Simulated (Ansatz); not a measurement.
**How Pt (Fm-3m) expands on warming**

Aim: the lattice, expansion, heat capacity and bulk modulus of Pt as it warms.

Program: Ansatz 0.2.0. Level of theory: DFT LDA, scalar-relativistic, plane waves, PAW; PAW set soft_1. Results are calculated unless marked as measured.

Report form: the programs' logs are mostly left out.

## 1. The starting structure

It takes space group Fm-3m (No. 225, cubic). Conventional cell: a = 3.922 Å, b = 3.922 Å, c = 3.922 Å, α = 90.00°, β = 90.00°, γ = 90.00°. Nearest to Pt lie 12 Pt at 2.77 Å.

## 2. Probe on a coarse mesh

Before spending time, one coarse run tells the gap and the pressure of the starting cell.

The input, input.yaml:

```yaml
crystal:
  lattice:
    - [0.0, 1.9609, 1.9609]
    - [1.9609, 0.0, 1.9609]
    - [1.9609, 1.9609, 0.0]
  atoms:
    - { symbol: Pt, position: [0.0, 0.0, 0.0] }
kpoints:
  mp_grid: { grid: [8, 8, 8] }
hamiltonian:
  xc: lda
  pseudopotentials: { kind: paw, azcp: { folder: soft_1 }, xc_functional: pbe }
scf:
  occupations: { method: gaussian, width: 0.1 }
  lower_state_search: "off"
output:
  forces: true
  stress: true
  eigenvalues: true
```

Command:

```sh
ansatz run input.yaml --threads 8 --pin off --max-ram 16384MiB --backend cpu --events-out ev --progress --plain --runs-dir out
```

Wall time 0.7 s (8 threads of Arm Neoverse V2, shared host); peak memory 0.25 GiB; 1.1 s of CPU time.

Numbers from this step:

```yaml
pressure: -6.859 GPa
volume_per_atom: 15.08 Å³/atom
gap_on_the_k_mesh: 0 eV
```

The start is under -6.9 GPa at this level and looks like a metal on this mesh.

## 3. Finding the static equilibrium

Phonons are second derivatives about a minimum, so cell and atoms are relaxed first, inside the symmetry of the start.

input.yaml, the sections that differ from step 2:

```yaml
kpoints:
  mp_grid: { grid: [18, 18, 18] }
output:
  forces: true
  stress: true
  eigenvalues: true
  write_density: true
  write_potential: true
  elf: true
  volumetric_format: npy
relax:
  adjacent_minimum: "off"
  f_tol: 0.005
  max_steps: 80
  cell: { stress_tol: 0.05 }
# crystal, hamiltonian, scf: as in step 2
```

Wall time 1.7 s (8 threads); peak memory 0.32 GiB; 10 s of CPU time.

Relaxation path:

| step | energy less that of the first step (eV) | largest force component (eV/Å) | pressure (GPa) | volume (Å³) |
| --- | --- | --- | --- | --- |
| 1 | 0.0000 | 0.0000 | -6.28 | 15.08 |
| 2 | 0.0176 | 0.0000 | 13.89 | 14.17 |
| 3 | -0.0065 | 0.0000 | -0.57 | 14.78 |
| 4 | -0.0066 | 0.0000 | 0.03 | 14.76 |
| 5* | -0.0065 | 0.0000 | 0.04 | 14.76 |

Relaxation steps marked * repeat the geometry before them on a plane-wave basis chosen anew for their cell, so energy and pressure can jump there. Relaxation step 2 was tried and not accepted.

| conventional cell, symmetrised | before | after | change |
| --- | --- | --- | --- |
| a (Å) | 3.922 | 3.893 | -0.7 % |
| b (Å) | 3.922 | 3.893 | -0.7 % |
| c (Å) | 3.922 | 3.893 | -0.7 % |
| volume (Å³/atom) | 15.08 | 14.76 | -2.2 % |

Final coordinates:

```xyz
1
Lattice="0.0000 1.9467 1.9467 1.9467 0.0000 1.9467 1.9467 1.9467 0.0000" Properties=species:S:1:pos:R:3 pbc="T T T"
Pt    0.0000    0.0000    0.0000
```

This step gave:

```
pressure        : 0.03717 GPa
volume per atom : 14.76 Å³/atom
```

ELF in the ac plane of the conventional cell at fractional y = 0.000, with atoms of Pt within 0.2 Å of it. It is the smooth field of the valence electrons, not physical close to the nuclei.

Values, 14 rows by 14 columns, each cell a mean:
```
0.58 0.57 0.54 0.40 0.26 0.19 0.15 0.14 0.17 0.22 0.31 0.47 0.56 0.58
0.57 0.54 0.46 0.33 0.25 0.22 0.19 0.19 0.20 0.23 0.28 0.39 0.49 0.56
0.50 0.44 0.34 0.28 0.27 0.25 0.26 0.27 0.26 0.26 0.28 0.31 0.39 0.47
0.32 0.29 0.27 0.28 0.28 0.33 0.40 0.43 0.37 0.31 0.28 0.28 0.28 0.31
0.21 0.22 0.24 0.27 0.34 0.46 0.54 0.56 0.51 0.41 0.31 0.26 0.23 0.22
0.16 0.18 0.22 0.29 0.44 0.54 0.57 0.58 0.56 0.51 0.37 0.26 0.20 0.17
0.13 0.16 0.21 0.32 0.50 0.57 0.58 0.60 0.58 0.56 0.43 0.27 0.19 0.14
0.14 0.17 0.22 0.31 0.47 0.56 0.58 0.58 0.57 0.54 0.40 0.26 0.19 0.15
0.19 0.20 0.23 0.28 0.39 0.49 0.56 0.57 0.54 0.46 0.33 0.25 0.22 0.19
0.27 0.26 0.26 0.28 0.31 0.39 0.47 0.50 0.44 0.34 0.28 0.27 0.25 0.26
0.43 0.37 0.31 0.28 0.28 0.28 0.31 0.32 0.29 0.27 0.28 0.28 0.33 0.40
0.56 0.51 0.41 0.31 0.26 0.23 0.22 0.21 0.22 0.24 0.27 0.34 0.46 0.54
0.58 0.56 0.51 0.37 0.26 0.20 0.17 0.16 0.18 0.22 0.29 0.44 0.54 0.57
0.60 0.58 0.56 0.43 0.27 0.19 0.14 0.13 0.16 0.21 0.32 0.50 0.57 0.58
```
Columns run along a (3.9 Å), rows up along c (3.9 Å), edges of the conventional cell, whose origin can differ from the input's. Atoms in or near the plane, at fractional coordinates: Pt at (0.00, 0.00), Pt at (0.50, 0.50).

Valence density in the ac plane of the conventional cell at fractional y = 0.000, with atoms of Pt within 0.2 Å of it. It is the smooth field of the valence electrons, not physical close to the nuclei.

Ten even steps from '_' (0 e/Å³) to '@' (11 e/Å³), each cell a mean:
```
@@##--..______________..++%%
++==::________________..::++
::..____________________....
____________....____________
__________::--==--..________
________..==##%%**--________
________::++@@@@%%==..______
________..++%%@@##--..______
________..::++++==::________
__________....::..__________
..________________________..
==--..__________________::--
%%**--________________..==##
@@%%==..______________::++@@
```
Columns run along a (3.9 Å), rows up along c (3.9 Å), edges of the conventional cell, whose origin can differ from the input's. Atoms in or near the plane, at fractional coordinates: Pt at (0.00, 0.00), Pt at (0.50, 0.50).

Electrostatic potential energy in the ac plane of the conventional cell at fractional y = 0.000, with atoms of Pt within 0.2 Å of it. With pseudopotentials it is smooth inside the atoms' cores, unlike the true potential.

Ten even steps from '_' (-51 eV) to '@' (27 eV), each cell a mean:
```
____::**@@@@@@@@@@@@%%++..__
..::==%%@@@@@@@@@@@@@@**--..
==++##@@@@@@@@@@@@@@@@%%**++
%%%%@@@@@@%%****##%%@@@@@@%%
@@@@@@@@##==::::--++%%@@@@@@
@@@@@@%%++::____..--##@@@@@@
@@@@@@%%==..______::**@@@@@@
@@@@@@%%++..______::**@@@@@@
@@@@@@@@**--....::==%%@@@@@@
@@@@@@@@%%**++==++##@@@@@@@@
**##%%@@@@@@%%%%%%@@@@@@%%**
::--++%%@@@@@@@@@@@@@@##==::
__..--##@@@@@@@@@@@@%%++::__
____::**@@@@@@@@@@@@%%==..__
```
Columns run along a (3.9 Å; values clipped at the 3rd and 97th percentile), rows up along c (3.9 Å), edges of the conventional cell, whose origin can differ from the input's. Atoms in or near the plane, at fractional coordinates: Pt at (0.00, 0.00), Pt at (0.50, 0.50).

The relaxation ends with a pressure of 0.04 GPa.

## 4. Tight relaxation

The thresholds are tightened for a last relaxation ahead of the phonons, and where mesh or smearing change with them the cell follows.

The input, input.yaml:

```yaml
crystal:
  lattice:
    - [0.0, 1.9467334241, 1.9467334241]
    - [1.9467334241, 0.0, 1.9467334241]
    - [1.9467334241, 1.9467334241, 0.0]
  atoms:
    - { symbol: Pt, position: [0.0, 0.0, 0.0] }
kpoints:
  mp_grid: { grid: [20, 20, 20] }
hamiltonian:
  xc: lda
  pseudopotentials: { kind: paw, azcp: { folder: soft_1 }, xc_functional: pbe }
scf:
  occupations: { method: methfessel_paxton, width: 0.2 }
  lower_state_search: "off"
output:
  forces: true
  stress: true
  eigenvalues: true
relax:
  adjacent_minimum: "off"
  f_tol: 0.001
  max_steps: 60
  cell: { stress_tol: 0.01 }
```

Elapsed: 1.6 s, on 8 threads; peak memory 0.34 GiB.

Little changed from the start: no atom moved by 0.005 Å and no cell edge by 0.1 %.

Numbers from this step:

- pressure: 3.04e-4 GPa
- volume per atom: 14.75 Å³/atom

The residual pressure is 3.0e-4 GPa, small enough for phonons.

## 5. Phonons on strained cells

Thermal expansion follows from how the free energy of the vibrations (and of the electrons in a metal) changes with strain, so the program makes strained cells, their phonons and a fit in one run.

input.yaml, the sections that differ from step 4:

```yaml
crystal:
  lattice:
    - [0.0, 1.9466893132, 1.9466893132]
    - [1.9466893132, 0.0, 1.9466893132]
    - [1.9466893132, 1.9466893132, 0.0]
  atoms:
    - { symbol: Pt, position: [0.0, 0.0, 0.0] }
output:
  eigenvalues: true
phonons:
  method: dfpt
  qmesh: [4, 4, 4]
  temperatures: { t_max: 1200.0, t_step: 50 }
  thermal_expansion: {}
# kpoints, hamiltonian, scf: as in step 4
# relax: removed
```

Wall time 8 min (8 threads); peak memory 4.2 GiB; 57 min of CPU time.

Numbers from this step:

* pressure: -0.02050 GPa
* volume expansion coefficient at 298 K: 27.04 1e-6/K
* C_P at 298 K: 26.02 J/mol-atom/K
* entropy at 298 K: 41.63 J/mol-atom/K
* isothermal bulk modulus at 298 K: 291.8 GPa
* Grüneisen parameter at 298 K: 2.777
* volume at 298 K: 14.87 Å³/atom
* principal linear expansion coefficients at 298 K: 9.014, 9.014, 9.014 1e-6/K

Strained cells of the study; zero-point energy where phonons were solved; the pressures are stresses at a fixed cutoff and can carry an offset from the finite basis. Expansion cells, by row:

| cell | \|a\| (Å) | \|b\| (Å) | \|c\| (Å) | V (Å³/atom) | E - E_lowest (meV/atom) | pressure, compression positive (GPa) | gap (eV) | zero-point energy (meV/atom) |
| --- | --- | --- | --- | --- | --- | --- | --- | --- |
| 1 | 2.753 | 2.753 | 2.753 | 14.75 | 0 | -0.052 | - | - |
| 2 | 2.775 | 2.775 | 2.775 | 15.11 | 7.925 | -6.948 | - | - |
| 3 | 2.731 | 2.731 | 2.731 | 14.41 | 8.263 | 7.78 | - | - |
| 4 | 2.753 | 2.753 | 2.753 | 14.76 | 0 | -0.129 | - | 23.25 |
| 5 | 2.767 | 2.767 | 2.767 | 14.98 | 3.25 | -4.544 | - | 22.3 |
| 6 | 2.783 | 2.783 | 2.783 | 15.24 | 14.17 | -9.12 | - | 21.24 |
| 7 | 2.798 | 2.798 | 2.798 | 15.48 | 31.12 | -13.05 | - | 20.24 |
| 8 | 2.726 | 2.726 | 2.726 | 14.32 | 12.83 | 9.82 | - | - |
| 9 | 2.74 | 2.74 | 2.74 | 14.54 | 3.085 | 4.652 | - | - |
| 10 | 2.82 | 2.82 | 2.82 | 15.86 | 67.87 | -18.3 | - | - |

Quasi-harmonic; a, b, c are the run's own cell vectors. Expansion, by row:

| T (K) | a (Å) | b (Å) | c (Å) | alpha (deg) | beta (deg) | gamma (deg) | cell volume (Å³/cell) | alpha_a (1e-6/K) | alpha_b (1e-6/K) | alpha_c (1e-6/K) | alpha_V (1e-6/K) | C_P (J/mol-atom/K) | C_V (J/mol-atom/K) | S (J/mol-atom/K) | B_T (GPa) | B_S (GPa) | Grueneisen | extrapolation | fit error (1e-6/K) |
| --- | --- | --- | --- | --- | --- | --- | --- | --- | --- | --- | --- | --- | --- | --- | --- | --- | --- | --- | --- |
| 0 | 2.755 | 2.755 | 2.755 | 60 | 60 | 60 | 14.78 | 0 | 0 | 0 | 0 | 0 | 0 | 0 | 305.3 | 305.3 | - | 0 | 0 |
| 50 | 2.755 | 2.755 | 2.755 | 60 | 60 | 60 | 14.79 | 3.64 | 3.64 | 3.64 | 10.92 | 10.53 | 10.52 | 5.413 | 304.6 | 305.1 | 2.818 | 0 | 0 |
| 100 | 2.756 | 2.756 | 2.756 | 60 | 60 | 60 | 14.8 | 6.71 | 6.71 | 6.71 | 20.13 | 19.6 | 19.49 | 16.04 | 302.4 | 304.1 | 2.784 | 0 | 0 |
| 150 | 2.757 | 2.757 | 2.757 | 60 | 60 | 60 | 14.82 | 7.85 | 7.85 | 7.85 | 23.55 | 22.91 | 22.69 | 24.71 | 299.9 | 302.8 | 2.777 | 0 | 0 |
| 200 | 2.758 | 2.758 | 2.758 | 60 | 60 | 60 | 14.83 | 8.41 | 8.41 | 8.41 | 25.22 | 24.46 | 24.13 | 31.53 | 297.2 | 301.4 | 2.776 | 0 | 0 |
| 250 | 2.759 | 2.759 | 2.759 | 60 | 60 | 60 | 14.85 | 8.76 | 8.76 | 8.76 | 26.28 | 25.39 | 24.93 | 37.1 | 294.5 | 299.8 | 2.776 | 0 | 0.01 |
| 298.1 | 2.76 | 2.76 | 2.76 | 60 | 60 | 60 | 14.87 | 9.01 | 9.01 | 9.01 | 27.04 | 26.02 | 25.45 | 41.63 | 291.8 | 298.3 | 2.777 | 0 | 0.01 |
| 300 | 2.76 | 2.76 | 2.76 | 60 | 60 | 60 | 14.87 | 9.02 | 9.02 | 9.02 | 27.07 | 26.04 | 25.46 | 41.79 | 291.7 | 298.2 | 2.777 | 0 | 0.01 |
| 350 | 2.762 | 2.762 | 2.762 | 60 | 60 | 60 | 14.89 | 9.25 | 9.25 | 9.25 | 27.74 | 26.56 | 25.86 | 45.84 | 288.8 | 296.6 | 2.778 | 0 | 0.01 |
| 400 | 2.763 | 2.763 | 2.763 | 60 | 60 | 60 | 14.91 | 9.45 | 9.45 | 9.45 | 28.34 | 27 | 26.17 | 49.42 | 285.9 | 294.9 | 2.781 | 0 | 0.01 |
| 450 | 2.764 | 2.764 | 2.764 | 60 | 60 | 60 | 14.94 | 9.64 | 9.64 | 9.64 | 28.91 | 27.39 | 26.44 | 52.62 | 283 | 293.2 | 2.784 | 0 | 0.01 |
| 500 | 2.766 | 2.766 | 2.766 | 60 | 60 | 60 | 14.96 | 9.82 | 9.82 | 9.82 | 29.47 | 27.76 | 26.66 | 55.53 | 280 | 291.5 | 2.787 | 0 | 0.01 |
| 550 | 2.767 | 2.767 | 2.767 | 60 | 60 | 60 | 14.98 | 10.01 | 10.01 | 10.01 | 30.02 | 28.11 | 26.87 | 58.19 | 276.9 | 289.7 | 2.791 | 0 | 0.01 |
| 600 | 2.768 | 2.768 | 2.768 | 60 | 60 | 60 | 15 | 10.19 | 10.19 | 10.19 | 30.56 | 28.43 | 27.05 | 60.65 | 273.9 | 287.9 | 2.796 | 0 | 0.01 |
| 650 | 2.77 | 2.77 | 2.77 | 60 | 60 | 60 | 15.03 | 10.37 | 10.37 | 10.37 | 31.12 | 28.75 | 27.21 | 62.94 | 270.7 | 286.1 | 2.801 | 0 | 0.01 |
| 700 | 2.771 | 2.771 | 2.771 | 60 | 60 | 60 | 15.05 | 10.56 | 10.56 | 10.56 | 31.67 | 29.07 | 27.36 | 65.08 | 267.5 | 284.2 | 2.807 | 0 | 0.01 |
| 750 | 2.773 | 2.773 | 2.773 | 60 | 60 | 60 | 15.07 | 10.75 | 10.75 | 10.75 | 32.24 | 29.37 | 27.5 | 67.09 | 264.3 | 282.3 | 2.813 | 0 | 0.01 |
| 800 | 2.774 | 2.774 | 2.774 | 60 | 60 | 60 | 15.1 | 10.94 | 10.94 | 10.94 | 32.83 | 29.68 | 27.63 | 69 | 261 | 280.3 | 2.82 | 0 | 0.01 |
| 850 | 2.776 | 2.776 | 2.776 | 60 | 60 | 60 | 15.12 | 11.14 | 11.14 | 11.14 | 33.43 | 29.98 | 27.75 | 70.81 | 257.7 | 278.4 | 2.827 | 0 | 0.01 |
| 900 | 2.777 | 2.777 | 2.777 | 60 | 60 | 60 | 15.15 | 11.35 | 11.35 | 11.35 | 34.04 | 30.28 | 27.86 | 72.53 | 254.3 | 276.4 | 2.835 | 0 | 0.01 |
| 950 | 2.779 | 2.779 | 2.779 | 60 | 60 | 60 | 15.17 | 11.56 | 11.56 | 11.56 | 34.68 | 30.58 | 27.96 | 74.17 | 250.8 | 274.3 | 2.843 | 0 | 0.02 |
| 1000 | 2.781 | 2.781 | 2.781 | 60 | 60 | 60 | 15.2 | 11.78 | 11.78 | 11.78 | 35.34 | 30.89 | 28.06 | 75.75 | 247.3 | 272.2 | 2.852 | 0 | 0.02 |
| 1050 | 2.782 | 2.782 | 2.782 | 60 | 60 | 60 | 15.23 | 12.01 | 12.01 | 12.01 | 36.02 | 31.2 | 28.15 | 77.27 | 243.8 | 270.1 | 2.861 | 0 | 0.01 |
| 1100 | 2.784 | 2.784 | 2.784 | 60 | 60 | 60 | 15.26 | 12.25 | 12.25 | 12.25 | 36.74 | 31.51 | 28.23 | 78.72 | 240.1 | 268 | 2.871 | 0 | 0.01 |
| 1150 | 2.786 | 2.786 | 2.786 | 60 | 60 | 60 | 15.28 | 12.49 | 12.49 | 12.49 | 37.48 | 31.83 | 28.31 | 80.13 | 236.5 | 265.8 | 2.881 | 0 | 0.01 |
| 1200 | 2.787 | 2.787 | 2.787 | 60 | 60 | 60 | 15.31 | 12.75 | 12.75 | 12.75 | 38.26 | 32.16 | 28.39 | 81.49 | 232.7 | 263.6 | 2.892 | 0 | 0.02 |

The expansion coefficient by temperature; values in 1e-6/K:

| temperature (K) | volume | principal 1 |
| --- | --- | --- |
| 0 | 0 | 0 |
| 50 | 10.9 | 3.64 |
| 100 | 20.1 | 6.71 |
| 200 | 25.2 | 8.41 |
| 250 | 26.3 | 8.76 |
| 298 | 27.0 | 9.01 |
| 300 | 27.1 | 9.02 |
| 350 | 27.7 | 9.25 |
| 450 | 28.9 | 9.64 |
| 500 | 29.5 | 9.82 |
| 550 | 30.0 | 10.0 |
| 600 | 30.6 | 10.2 |
| 650 | 31.1 | 10.4 |
| 700 | 31.7 | 10.6 |
| 800 | 32.8 | 10.9 |
| 850 | 33.4 | 11.1 |
| 900 | 34.0 | 11.3 |
| 950 | 34.7 | 11.6 |
| 1000 | 35.3 | 11.8 |
| 1100 | 36.7 | 12.2 |
| 1150 | 37.5 | 12.5 |
| 1200 | 38.3 | 12.8 |

At 298 K the volume expansion is 27.0 × 10⁻⁶/K and B_T is 292 GPa. The q-mesh is coarse, so this is a first estimate. The program raised the cutoff to 487.2 eV by itself: with no cutoff typed, the study takes about 1.16 times the default for its relaxations and scales it with the volume for the phonons.

## 6. What came out

```yaml
settings_of_these_figures: LDA, 487.2 eV, k 20×20×20, q 4×4×4
volume_expansion_coefficient_at_298_k: 27.04 1e-6/K
c_p_at_298_k: 26.02 J/mol-atom/K
entropy_at_298_k: 41.63 J/mol-atom/K
isothermal_bulk_modulus_at_298_k: 291.8 GPa
grueneisen_parameter_at_298_k: 2.777
volume_at_298_k: 14.87 Å³/atom
principal_linear_expansion_coefficients_at_298_k: 9.014, 9.014, 9.014 1e-6/K
```

Near room temperature Pt expands by 27.0 × 10⁻⁶/K in volume by LDA, with C_P = 26.0 J/(mol K) per mole of atoms and B_T = 292 GPa. The q-mesh is coarse, and the expansion can converge slowly with it. C_P at room temperature is 104 % of the classical 3R an atom; C_V is 102 %, and the rest is expansion work. In this metal the study includes the electrons' free energy, which adds a term that grows with temperature, so the heat capacities need not level off at 3R. The PAW files were made for PBE and are used here under another functional, for which the program regenerates the frozen cores.

[Logs are printed without paths, hosts, clocks, repeated set-up lines and the standing remarks that a program may print on its own settings, such as how far it seeks lower states.]

[Hosts, paths, dates, database ids (printed as entryN), source tags and the programs' standing remarks are cut or masked in the printed files.]

[A step with changed settings may run another functional than the one named; its input shows which.]
